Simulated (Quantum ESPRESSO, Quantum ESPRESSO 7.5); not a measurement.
## Sc(0001): thickness series by an ASE script

Aim: how the work function and the surface energy of Sc(0001) settle with the number of layers.

Program: Quantum ESPRESSO 7.5. Level of theory: plane-wave DFT, PBE, GBRV ultrasoft pseudopotentials. Results are calculated unless marked as measured.

Experimental background.

For Sc (polycrystalline sample, no single face), “Anisotropic work function of elemental crystals” (2019, arxiv:1902.07811) quotes earlier work: work function, loosely compared (polycrystalline sample, no single face) 3.5 eV.

### 1. Starting point

The cell holds 8 atoms: 8 Sc. Its edges and angles: a = 3.310 Å, b = 3.310 Å, c = 33.466 Å, α = 90.0°, β = 90.0°, γ = 60.0°. It derives from Sc. Vacuum lies along c.

Coordinates:

```
Sc
1.0
     3.31000    0.00000    0.00000
     1.65500    2.86654    0.00000
     0.00000    0.00000   33.46649
Sc
8
Direct
  0.66667 0.66667 0.22410
  0.00000 0.00000 0.30293
  0.66667 0.66667 0.38176
  0.00000 0.00000 0.46059
  0.66667 0.66667 0.53941
  0.00000 0.00000 0.61824
  0.66667 0.66667 0.69707
  0.00000 0.00000 0.77590
```

### 2. Running the series

ASE writes the inputs, starts pw.x and reads the results. Under ESM bc1 the zero of energy of a symmetric slab is the vacuum, so the work function is minus the Fermi level.

Contents of run.py:

```python
import json
import numpy as np
from ase.build import hcp0001
from ase.calculators.espresso import Espresso, EspressoProfile

profile = EspressoProfile(command='mpirun -n 4 pw.x -nk 4', pseudo_dir='../pseudo')
pseudopotentials = {'Sc': 'sc_pbe_v1.uspp.F.UPF'}
system = {'ecutwfc': 40, 'ecutrho': 200, 'occupations': 'smearing', 'smearing': 'mv', 'degauss': 0.02}


def calculator(name, kpts, **extra):
    data = dict(control=dict(tprnfor=True, verbosity='high', disk_io='none'),
                system=system | extra,
                electrons=dict(conv_thr=1e-07, mixing_beta=0.4, mixing_mode='local-TF',
                               electron_maxstep=100))
    return Espresso(profile=profile, directory=name, pseudopotentials=pseudopotentials, kpts=kpts, input_data=data)


def centre(atoms):
    z = atoms.positions[:, 2]
    atoms.positions[:, 2] -= (z.max() + z.min()) / 2  # ESM wants the slab about z = 0
    return atoms


rows = []
for n in [2, 4, 6, 8]:
    slab = centre(hcp0001('Sc', size=(1, 1, n), a=3.31, c=5.27614, vacuum=7.5, periodic=True))
    slab.set_initial_magnetic_moments([0.0] * n)
    slab.calc = calculator(f'n{n}', (12, 12, 1), assume_isolated='esm', esm_bc='bc1')
    energy = slab.get_potential_energy()
    work = -slab.calc.get_fermi_level()
    force = slab.get_forces()[-1, 2]
    rows.append([n, energy, work, force])
    print(f'{n} layers: E = {energy:.5f} eV, work function {work:.3f} eV, force on the top atom {force:+.3f} eV/A')

n, energy = np.array(rows)[:, :2].T
slope, offset = np.polyfit(n[1:], energy[1:], 1)
area = np.linalg.norm(np.cross(*slab.cell[:2]))
gamma = offset / (2 * area) * 16.0218
print(f'bulk energy from the slope {slope:.5f} eV an atom; unrelaxed surface energy {gamma:.3f} J/m^2')
json.dump(dict(rows=rows, slope=slope, gamma=gamma), open('result.json', 'w'))
```

Command:

```sh
OMP_NUM_THREADS=1 python run.py
```

The program printed:

```text
2 layers: E = -2565.20617 eV, work function 3.568 eV, force on the top atom -0.528 eV/A
4 layers: E = -5131.84153 eV, work function 3.581 eV, force on the top atom -0.256 eV/A
6 layers: E = -7698.52309 eV, work function 3.583 eV, force on the top atom -0.253 eV/A
8 layers: E = -10265.20337 eV, work function 3.581 eV, force on the top atom -0.254 eV/A
bulk energy from the slope -1283.34046 eV an atom; unrelaxed surface energy 1.283 J/m^2
```

The job ended after 8.9 min (4 MPI ranks of Arm Neoverse V2, shared host; peak memory 1.1 GiB; 36 min of CPU time).

The input that ASE wrote for the first run, and its log:

```
&CONTROL
   verbosity        = 'high'
   tprnfor          = .true.
   disk_io          = 'none'
   pseudo_dir       = '../pseudo'
/
&SYSTEM
   ecutwfc          = 40
   ecutrho          = 200
   occupations      = 'smearing'
   degauss          = 0.02
   smearing         = 'mv'
   assume_isolated  = 'esm'
   esm_bc           = 'bc1'
   ntyp             = 1
   nat              = 2
   ibrav            = 0
/
&ELECTRONS
   electron_maxstep = 100
   conv_thr         = 1e-07
   mixing_mode      = 'local-TF'
   mixing_beta      = 0.4
/
&IONS
/
&CELL
/
&FCP
/
&RISM
/
ATOMIC_SPECIES
Sc 44.955908 sc_pbe_v1.uspp.F.UPF

K_POINTS automatic
12 12 1  0 0 0

CELL_PARAMETERS angstrom
3.31000000000000 0.00000000000000 0.00000000000000
1.65500000000000 2.86654408652649 0.00000000000000
0.00000000000000 0.00000000000000 17.63807000000000

ATOMIC_POSITIONS angstrom
Sc 0.0000000000 1.9110293910 -1.3190350000  
Sc 0.0000000000 0.0000000000 1.3190350000
```

```text
Program PWSCF v.7.5 starts
[citation notice left out]

     Parallel version (MPI & OpenMP), running on       4 processor cores
     Number of MPI processes:                 4
     Threads/MPI process:                     1

     MPI processes distributed on     1 nodes
[... 1 line left out ...]

Warning: card &CELL ignored
Warning: card &FCP ignored
Warning: card &RISM ignored

     Current dimensions of program PWSCF are:
     Max number of different atomic species (ntypx) = 10
     Max number of k-points (npk) =  40000
     Max angular momentum in pseudopotentials (lmaxx) =  4
     Message from routine setup:
     using ibrav=0 with symmetry is DISCOURAGED, use correct ibrav instead

     K-points division:     npool     =       4
     Subspace diagonalization in iterative solution of the eigenvalue problem:
     a serial algorithm will be used

     G-vector sticks info
     --------------------
     sticks:   dense  smooth     PW     G-vecs:    dense   smooth      PW
     Sum         547     433    139                53857    38691    6729

     Using Slab Decomposition

     bravais-lattice index     =            0
     lattice parameter (alat)  =       6.2550  a.u.
     unit-cell volume          =    1129.3649 (a.u.)^3
     number of atoms/cell      =            2
     number of atomic types    =            1
     number of electrons       =        22.00
     number of Kohn-Sham states=           15
     kinetic-energy cutoff     =      40.0000  Ry
     charge density cutoff     =     200.0000  Ry
     scf convergence threshold =      1.0E-07
     mixing beta               =       0.4000
     number of iterations used =            8  local-TF  mixing
     Exchange-correlation= SLA  PW   PBE  PBE
                           (   1   4   3   4   0   0   0)

     Effective Screening Medium Method
     =================================
     Boundary Conditions: Vacuum-Slab-Vacuum
     total charge in unit cell        =   0.0000
     grid points for fit at edges     =        4

[... 10 lines left out ...]
     PseudoPot. # 1 for Sc read from file:
     ../pseudo/sc_pbe_v1.uspp.F.UPF
     Pseudo is Ultrasoft + core correction, Zval = 11.0
     Generated by new atomic code, or converted to UPF format
     Using radial grid of  849 points,  6 beta functions with:
                l(1) =   0
                l(2) =   0
                l(3) =   1
                l(4) =   1
                l(5) =   2
                l(6) =   2
     Q(r) pseudized with  6 coefficients,  rinner =    1.200   1.200   1.200
                                                       1.200   1.200

     atomic species   valence    mass     pseudopotential
     Sc               11.00    44.95591     Sc( 1.00)

     12 Sym. Ops., with inversion, found ( 6 have fractional translation)

                                    s                        frac. trans.

      isym =  1     identity

[... 476 lines left out ...]

[... 1 line left out ...]

     total energy              =    -188.53919248 Ry
     estimated scf accuracy    <       0.00000010 Ry

     iteration # 20     ecut=    40.00 Ry     beta= 0.40
[... 1 line left out ...]

---- Real-time Memory Report at c_bands before calling an iterative solver
           132 MiB given to the printing process from OS
            69 MiB allocation reported by mallinfo(arena+hblkhd)
[... 1 line left out ...]
------------------
[... 1 line left out ...]

     negative rho (up, down):  5.269E-04 0.000E+00

[... 1 line left out ...]

     End of self-consistent calculation

          k = 0.0000 0.0000 0.0000 (  4879 PWs)   bands (ev):

   -53.4406 -53.4116 -32.2148 -32.0282 -31.8828 -31.8828 -31.8558 -31.8558
    -7.9979  -6.3964  -3.5607  -3.5094  -2.6273  -2.2179  -2.2178

     occupation numbers
     1.0000   1.0000   1.0000   1.0000   1.0000   1.0000   1.0000   1.0000
     1.0000   1.0000   0.3810   0.2653   0.0000   0.0000   0.0000

[... 108 lines left out ...]

     the Fermi energy is    -3.5685 ev

!    total energy              =    -188.53919232 Ry
     estimated scf accuracy    <       0.00000007 Ry
     smearing contrib. (-TS)   =      -0.00328807 Ry
     internal energy E=F+TS    =    -188.53590425 Ry

     The total energy is F=E-TS. E is the sum of the following terms:
     one-electron contribution =     464.07600705 Ry
     hartree contribution      =    -239.03461856 Ry
     xc contribution           =     -26.49609583 Ry
     ewald contribution        =    -387.08119692 Ry

     convergence has been achieved in  20 iterations

     negative rho (up, down):  5.269E-04 0.000E+00

     Forces acting on atoms (cartesian axes, Ry/au):

     atom    1 type  1   force =     0.00000000    0.00000000    0.02052101
     atom    2 type  1   force =     0.00000000    0.00000000   -0.02052101
     The non-local contrib.  to forces
     atom    1 type  1   force =    -0.00000000   -0.00000000   -0.10094449
     atom    2 type  1   force =     0.00000000   -0.00000000    0.10094449
     The ionic contribution  to forces
     atom    1 type  1   force =     0.00000000    0.00000000  -44.47153865
     atom    2 type  1   force =    -0.00000000   -0.00000000   44.47153865
     The local contribution  to forces
     atom    1 type  1   force =     0.00000000    0.00000000   44.59870474
     atom    2 type  1   force =     0.00000000   -0.00000000  -44.59873024
     The core correction contribution to forces
     atom    1 type  1   force =    -0.00000000   -0.00000000   -0.00670199
     atom    2 type  1   force =    -0.00000000    0.00000000    0.00670199
     The Hubbard contrib.    to forces
     atom    1 type  1   force =     0.00000000    0.00000000    0.00000000
     atom    2 type  1   force =     0.00000000    0.00000000    0.00000000
     The SCF correction term to forces
     atom    1 type  1   force =     0.00000000    0.00000000    0.00098869
     atom    2 type  1   force =     0.00000000   -0.00000000   -0.00098861

     Total force =     0.029021     Total SCF correction =     0.001398
     Message from routine punch:
     Nothing written, as per user request (disk_io='none')

[... 1 line left out ...]

[... 1 line left out ...]

[... 1 line left out ...]

[... 3 lines left out ...]

[... 1 line left out ...]

[... 2 lines left out ...]

[... 1 line left out ...]

[... 1 line left out ...]

=------------------------------------------------------------------------------=
   JOB DONE.
=------------------------------------------------------------------------------=
```

Numbers from this step:

* surface energy: 1.283 J/m²
* work function of the thickest slab: 3.581 eV

Table of work function by layers:

| layers | work function (eV) |
| --- | --- |
| 2.00 | 3.57 |
| 4.00 | 3.58 |
| 6.00 | 3.58 |
| 8.00 | 3.58 |

Force on the top atom along the normal against layers:

| layers | force on the top atom along the normal (eV/Å) |
| --- | --- |
| 2.00 | -0.528 |
| 4.00 | -0.256 |
| 6.00 | -0.253 |
| 8.00 | -0.254 |

Energy less the bulk line's slope against layers:

| layers | energy less the bulk line's slope (meV) |
| --- | --- |
| 2.00 | 1475 |
| 4.00 | 1520 |
| 6.00 | 1520 |
| 8.00 | 1520 |

### 3. Running the series: PBE, SSSP efficiency

Level of this step: plane-wave DFT, PBE, SSSP efficiency pseudopotentials (Quantum ESPRESSO 7.5).

run.py, as its differences from the input of step 2:

```diff
@@ -6,4 +6,4 @@
 profile = EspressoProfile(command='mpirun -n 4 pw.x -nk 4', pseudo_dir='../pseudo')
-pseudopotentials = {'Sc': 'sc_pbe_v1.uspp.F.UPF'}
-system = {'ecutwfc': 40, 'ecutrho': 200, 'occupations': 'smearing', 'smearing': 'mv', 'degauss': 0.02}
+pseudopotentials = {'Sc': 'Sc_ONCV_PBE-1.0.oncvpsp.upf'}
+system = {'ecutwfc': 45, 'ecutrho': 360, 'occupations': 'smearing', 'smearing': 'mv', 'degauss': 0.02}
```

Command:

```sh
OMP_NUM_THREADS=1 python run.py
```

The program printed:

```text
2 layers: E = -2498.29657 eV, work function 3.564 eV, force on the top atom -0.535 eV/A
4 layers: E = -4998.01814 eV, work function 3.576 eV, force on the top atom -0.257 eV/A
6 layers: E = -7497.78666 eV, work function 3.577 eV, force on the top atom -0.255 eV/A
8 layers: E = -9997.55393 eV, work function 3.575 eV, force on the top atom -0.254 eV/A
bulk energy from the slope -1249.88395 eV an atom; unrelaxed surface energy 1.281 J/m^2
```

Run time: 11 min. Hardware: 4 MPI ranks; peak memory 1.3 GiB.

This step gave:

```
surface energy                     : 1.281 J/m²
work function of the thickest slab : 3.575 eV
```

Work function against layers:

| layers | work function (eV) |
| --- | --- |
| 2.00 | 3.56 |
| 4.00 | 3.58 |
| 6.00 | 3.58 |
| 8.00 | 3.58 |

The force on the top atom along the normal by layers:

| layers | force on the top atom along the normal (eV/Å) |
| --- | --- |
| 2.00 | -0.535 |
| 4.00 | -0.257 |
| 6.00 | -0.255 |
| 8.00 | -0.254 |

The energy less the bulk line's slope by layers:

| layers | energy less the bulk line's slope (meV) |
| --- | --- |
| 2.00 | 1471 |
| 4.00 | 1518 |
| 6.00 | 1517 |
| 8.00 | 1518 |

### 4. Worked from the printed numbers

γ = (E_N − N e_bulk)/(2A). The excess of the thickest slab is 1.520 eV and A = 9.488 Å²: 1.520/(2 × 9.488) × 16.02 = 1.28 J/m² (1 eV/Å² = 16.02 J/m²); the fit's intercept gives 1.28.

### 5. Outcome

```json
{"work function of the thickest slab, PBE, GBRV ultrasoft": "3.58 eV", "unrelaxed surface energy, PBE, GBRV ultrasoft": "1.28 J/m²", "work function of the thickest slab, PBE, SSSP efficiency": "3.58 eV", "unrelaxed surface energy, PBE, SSSP efficiency": "1.28 J/m²"}
```

The thickest slab gives a work function of 3.58 eV and the series an unrelaxed surface energy of 1.28 J/m² (PBE, GBRV ultrasoft). The work function swings by 0.01 eV over 2 to 8 layers and by 0.00 eV over the last step; confined states crossing the Fermi level and the finite mesh both contribute. From 2 layers on it stays within 0.1 eV. The force on the top atom of the thickest slab points inwards (0.25 eV/Å). The slabs are cut from the bulk at the tabulated lattice constant and not relaxed; the surface energy comes from a straight line through the energies of all but the thinnest slab.

Comparison with the measured values:

```
                                                                     quantity  measured        PBE, GBRV  PBE, SSSP efficiency
work function, loosely compared (polycrystalline sample, no single face) (eV)       3.5  3.58 (+0.08 eV)       3.58 (+0.08 eV)
```

Measured values from arxiv:1902.07811 (2019).

How well it matches: A polycrystal averages over faces, so this is a loose comparison.

[Logs are printed without paths, hosts, clocks, repeated set-up lines and the standing remarks that a program may print on its own settings, such as how far it seeks lower states.]

[Hosts, paths, dates, database ids (printed as entryN), source tags and the programs' standing remarks are cut or masked in the printed files.]

[Maps of the electrostatic potential energy from Ansatz leave out the sawtooth potential of an applied field or a dipole correction, so their vacuum need not be flat; planar profiles and work functions include it.]
